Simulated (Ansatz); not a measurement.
# From PBE to G0W0: AgCl (Fm-3m), part 2 of 2

How far does one-shot GW move the PBE gap of AgCl (Fm-3m)?

Ansatz 0.2.0; PBE, then G0W0 on it, plane waves, PAW. Known limits of the many-body steps: finite bands, screening cutoff and k mesh; no spin-orbit coupling in G0W0; d shells not analysed.

So far. Step 2 (Bands along the symmetry lines): Over mesh and path the gap is 0.911 eV, from k = (0.500, 0.500, 0.500) to k = Γ. The least direct gap found is 3.007 eV, at k = (0.037, 0.037, 0.075). Step 3 (One-shot GW): Over 9 of 16 irreducible mesh points the G0W0 gap is 2.086 eV, from k = (0.000, 0.000, -0.500) to k = Γ. The PBE gap of this run on the mesh is 0.911 eV. The two states that bound the G0W0 gap lie that far apart at the start, so the correction of the gap is 2.086 − 0.911 = +1.175 eV.

In doubt: one-shot GW on d or f shells is unsure (step 3), so the values of those runs are not to be relied on; masses and optical values from hybrid runs of this build are listed as unsure (in some of the runs), which bears on the screening that GW takes from such a start.

## 4. Spin-orbit coupling in PBE

This run has two-component orbitals with spin-orbit coupling.

This step: DFT, PBE with spin-orbit coupling, plane waves, PAW.

input.yaml

```yaml
crystal:
  lattice:
    - [0.0, 2.7726629968, 2.7726629968]
    - [2.7726629968, 0.0, 2.7726629968]
    - [2.7726629968, 2.7726629968, 0.0]
  atoms:
    - { symbol: Ag, position: [0.0, 0.0, 0.0] }
    - { symbol: Cl, position: [0.5, 0.5, 0.5] }
kpoints:
  mp_grid: { grid: [8, 8, 8] }
  band_path:
    path:
      - [0.0, 0.0, 0.0]
      - [0.5, 0.0, 0.5]
      - [0.625, 0.25, 0.625]
      - [0.375, 0.375, 0.75]
      - [0.5, 0.5, 0.5]
      - [0.5, 0.25, 0.75]
      - [0.0375, 0.0375, 0.075]
    npoints: 1
hamiltonian:
  xc: pbe
scf:
  occupations: { method: fermi_dirac, width: 0.02 }
  n_extra_bands: 8
magnetization:
  noncollinear: true
  spin_orbit: true
output:
  eigenvalues: true
  write_density: true
  write_potential: true
  elf: true
  volumetric_format: npy
```

Launch:

```console
ansatz run input.yaml --threads 3 --pin off --max-ram 92160MiB --backend cuda --events-out ev --progress --plain --runs-dir out --devices 1 --max-vram 13GiB
```

Numbers of over 12 decimals in the logs are rounded to 6 here.

Output:

```text
[...]
GPUs: using 1 of 1 available (devices: 1).
[...]
non-collinear run that drives no moment, with spin-orbit: no starting moment large enough to seed its density (crystal.atoms[].spin), no starting occupations that ask for one, no magnetisation constraint and no magnetic field, so the semilocal B_xc is pinned to zero
[...]
GPU FFT provider: cuFFT
GPU libraries: cuBLAS 13.8.2, cuFFT 12.4.0, cuSOLVER 12.3.4
Crystal: 2 atoms, lattice volume = 42.631 Å³
Basis set: ecut = 420 eV, 869 PW (Γ)
Bands: 34, of which v1, the nominal top of the filled ones, is band 26 counted from 1 (25 counted from 0)
Symmetry: 48 space group operations + 48 with time reversal
[...]
k-points: 29 of 512
Projection manifold: j_resolved (fully-relativistic pseudo-atomic orbitals)
[...]
GPU buffer pool allocated for 19683 grid points (all kernels)
[...]
SCF iter   1: F=—  HF=-8673.890944 eV  |F-HF|=—  |Δ(HF+E_count)|=         —  Δρ=6.14e-2  dr2=1.98e0  dr2_m=0.00e0 (ungated)  ethr=3.10e-3  |M|=0.00e0 ∫|m|=0.00e0 μB  |m|>n=0.0e0 m-floor=0.0e0 τ_xc=0.0e0  β_m=0.30  ⟨swp⟩=8.8  Hψ=2594  notcnv=0
[...]
SCF iter   7: F=-8673.241919 eV  HF=-8673.241919 eV  |F-HF|=3.54e-9  |Δ(HF+E_count)|=   4.42e-7  Δρ=3.03e-6  dr2=3.38e-9  dr2_m=0.00e0 (ungated)  ethr=3.85e-10  |M|=0.00e0 ∫|m|=0.00e0 μB  |m|>n=0.0e0 m-floor=0.0e0 τ_xc=0.0e0  ⟨swp⟩=6.9  Hψ=1823  notcnv=0
SCF 1 converged in 7 iterations: F = -8673.241919 eV  dr2 = 3.38e-9
[...]
SCF converged after 7 iterations
Magnetization: |M| = 0.0000 μB,  M = (+0.0000, +0.0000, +0.0000) μB
Absolute magnetization: 0.0000 μB (∫|m|)
  site 0: m = (+0.0000, +0.0000, +0.0000) μB, |m| = 0.0000 μB  (R = 1.14 Å)
  site 1: m = (+0.0000, +0.0000, +0.0000) μB, |m| = 0.0000 μB  (R = 1.14 Å)
Free energy (F): -8673.241919 eV
[...]
Internal energy: -8673.241919 eV  (E = F + TS)
E sigma→0 (E₀):  -8673.241919 eV
Fermi energy:    8.607116 eV
[...]
--- Band table (eV; the first three rows and the last of 29) ---
  k-point 0: bands = [... 22 lower, 5.9055, 5.9055, 5.9055, 5.9055, 9.0240, 9.0240, 18.7859, 18.7859, ... 4 higher]
  k-point 1: bands = [... 22 lower, 6.5727, 6.5727, 6.5989, 6.5989, 9.7358, 9.7358, 17.5085, 17.5085, ... 4 higher]
  k-point 2: bands = [... 22 lower, 7.3163, 7.3163, 7.3546, 7.3546, 11.0508, 11.0508, 15.8819, 15.8819, ... 4 higher]
  k-point 28: bands = [... 22 lower, 6.3824, 6.3824, 6.9811, 6.9811, 12.3061, 12.3061, 15.8997, 15.8997, ... 4 higher]
```

Run time: 5.8 s. Hardware: 1 × NVIDIA H100 80GB HBM3 (shared by 6 runs) with 3 threads of AMD EPYC 7R13 (Zen 3), shared host; peak memory 0.97 GiB; 7 s of CPU time.

Numbers from this step:

* gap: 0.8696 eV
* valence top at: L
* conduction bottom at: Γ
* least direct gap: 2.958 eV

Over mesh and listed points the gap is 0.870 eV, from k = (0.500, 0.500, 0.500) to k = Γ. The least direct gap found is 2.958 eV, at k = (0.037, 0.037, 0.075). PBE+SOC against PBE: 0.870 − 0.911 = −0.041 eV, with the same mesh, set of files (read in its fully relativistic form for the spin-orbit run) and cutoff, and both edges at the same k points. The spin-orbit run sees mesh and listed points alone, so its gap is an upper bound: the coupling can move an edge off these points, and the change over the zone, its sign included where it is small, is not known.

## 5. The runs together

Each gap is the least one over the points named; times are wall times on shared hosts, not benchmarks. A G0W0 time includes the run's own self-consistent start. Runs with listed points see these and the mesh alone, so an edge that moves elsewhere is missed. Rows marked * are further runs, not shown as steps, whose inputs differ from the G0W0 step on the same start in the columns given; solver thresholds can differ too. Symmetry makes (0.500, 0.500, 0.500) and (0.000, 0.000, -0.500) one point.

```
    level   mesh       files, cutoff    bands summed, screening                           points  gap (eV)             valence top  conduction bottom  least direct gap (eV)   time
      PBE  8×8×8  soft_2 PAW, 420 eV                          -                    mesh and path     0.911   (0.500, 0.500, 0.500)                  Γ                  3.007   10 s
  PBE+SOC  8×8×8  soft_2 PAW, 420 eV                          -           mesh and listed points     0.870   (0.500, 0.500, 0.500)                  Γ                  2.958  5.8 s
G0W0@PBE*  6×6×6  soft_2 PAW, 420 eV                  57, 60 eV  9 of 16 irreducible mesh points     1.943  (0.000, 0.000, -0.500)                  Γ                  4.275   14 s
G0W0@PBE*  6×6×6  soft_2 PAW, 420 eV                140, 120 eV  9 of 16 irreducible mesh points     2.043  (0.000, 0.000, -0.500)                  Γ                  4.349   14 s
 G0W0@PBE  6×6×6  soft_2 PAW, 420 eV                286, 200 eV  9 of 16 irreducible mesh points     2.086  (0.000, 0.000, -0.500)                  Γ                  4.421   30 s
G0W0@PBE*  4×4×4  soft_2 PAW, 420 eV                140, 120 eV   6 of 8 irreducible mesh points     2.044  (0.000, 0.000, -0.500)                  Γ                  4.352   12 s
G0W0@PBE*  6×6×6  soft_2 PAW, 420 eV  140, 120 eV, plasmon pole  9 of 16 irreducible mesh points     2.030  (0.000, 0.000, -0.500)                  Γ                  4.475   21 s
```

## 6. Results

| Item | Value |
| --- | --- |
| PBE gap over mesh and path | 0.911 eV, from k = (0.500, 0.500, 0.500) to k = Γ |
| G0W0@PBE gap over 9 of 16 irreducible mesh points | 2.086 eV, from k = (0.000, 0.000, -0.500) to k = Γ |
| PBE+SOC gap over mesh and listed points | 0.870 eV |
| estimated limit in bands and cutoff, on this mesh | 2.127 eV |
| GW settings | 6×6×6 mesh, 273 empty bands, screening to 200 eV |
| known limits | finite bands, screening cutoff and k mesh; no spin-orbit coupling in G0W0; d shells not analysed |

**Reading.** Over 9 of 16 irreducible mesh points the G0W0 gap is 2.086 eV, from k = (0.000, 0.000, -0.500) to k = Γ. The PBE gap of this run on the mesh is 0.911 eV. The two states that bound the G0W0 gap lie that far apart at the start, so the correction of the gap is 2.086 − 0.911 = +1.175 eV. The valence state moves by 7.089 − 8.113 = −1.024 eV and the conduction state by 9.175 − 9.024 = +0.151 eV, on the run's own scale; with 57 bands the edge states move by −0.523 and +0.509 eV, so the split between the edges depends on the bands and cutoff. Both edges that PBE shows over mesh and path lie at k points where levels were corrected. Levels at other points were not corrected, so a lower G0W0 gap elsewhere in the zone is not ruled out. From 57 bands and 60 eV to 286 bands and 200 eV the gap moves by 2.086 − 1.943 = +0.143 eV (rung by rung 1.943, 2.043, 2.086 eV); bands and screening cutoff rise together, so their parts are not told apart. A line in one over the bands through the two highest rungs gives 2.086 + (2.086 − 2.043) × 140 / (286 − 140) = 2.127 eV, and through the pair below 2.043 + (2.043 − 1.943) × 57 / (140 − 57) = 2.112 eV. The two agree within 0.03 eV and the same two states bound the gap in each rung, so 2.127 eV is taken as an estimate of the limit on this mesh. With the 4×4×4 mesh in place of the 6×6×6 mesh and all else as in the G0W0@PBE row with 140 bands, the gap differs by 2.044 − 2.043 = +0.001 eV, and that of the start by 0.908 − 0.911 = −0.003 eV. With the plasmon pole model in place of the contour deformation model and all else as in the G0W0@PBE row with 140 bands, the gap differs by 2.030 − 2.043 = −0.013 eV. G0W0 on other starts in this series, not shown as steps and not all at these settings: 2.810 eV on HSE06 (6×6×6, soft_2 PAW, 140 bands, 120 eV) and 3.032 eV on PBE0 (6×6×6, soft_2 PAW, 140 bands, 120 eV). PBE+SOC against PBE: 0.870 − 0.911 = −0.041 eV, with the same mesh, set of files (read in its fully relativistic form for the spin-orbit run) and cutoff, and both edges at the same k points. The spin-orbit run sees mesh and listed points alone, so its gap is an upper bound: the coupling can move an edge off these points, and the change over the zone, its sign included where it is small, is not known. What spin-orbit coupling does to the G0W0 levels was not computed, so no sum with the G0W0 gap is formed. The G0W0 runs are scalar-relativistic. One-shot GW is known to converge slowly in bands for compounds with shallow d shells. The cell holds Ag; the filling of the d shell and its place against the gap were not analysed here. G0W0@PBE runs of this series with other atomic data on the same mesh, not shown as steps, give 2.076 eV (hard PAW, 660 eV, 140 bands, screening to 120 eV; the table's row with the same empty bands and screening cutoff has 2.043 eV); where bands and cutoffs differ too, the part of the files is not isolated.

[Paths, hosts, dates, memory and timing lines, banners, echoed tables and standing remarks are left out of the program output.]

[Logs are printed without paths, hosts, clocks, repeated set-up lines and the standing remarks that a program may print on its own settings, such as how far it seeks lower states.]

[Runs of the session that timed out or met a known fault of the program may be left out.]

[Cells called generated may have been cut or substituted from an entry of the Crystallography Open Database or the Materials Project.]

[Hosts, paths, dates, database ids (printed as entryN), source tags and the programs' standing remarks are cut or masked in the printed files.]

[Where an RPA ε∞ is given, it is that of the G0W0 mesh and is not shown converged in it. Names of k-points follow the symmetry that the program found, which can be lower than the space group named. Band edges on a path are those of the sampled points; other points can move an edge, and change direct to indirect where valleys lie close.]

[Hybrid gaps are those of their k-mesh and are not shown converged in it.]
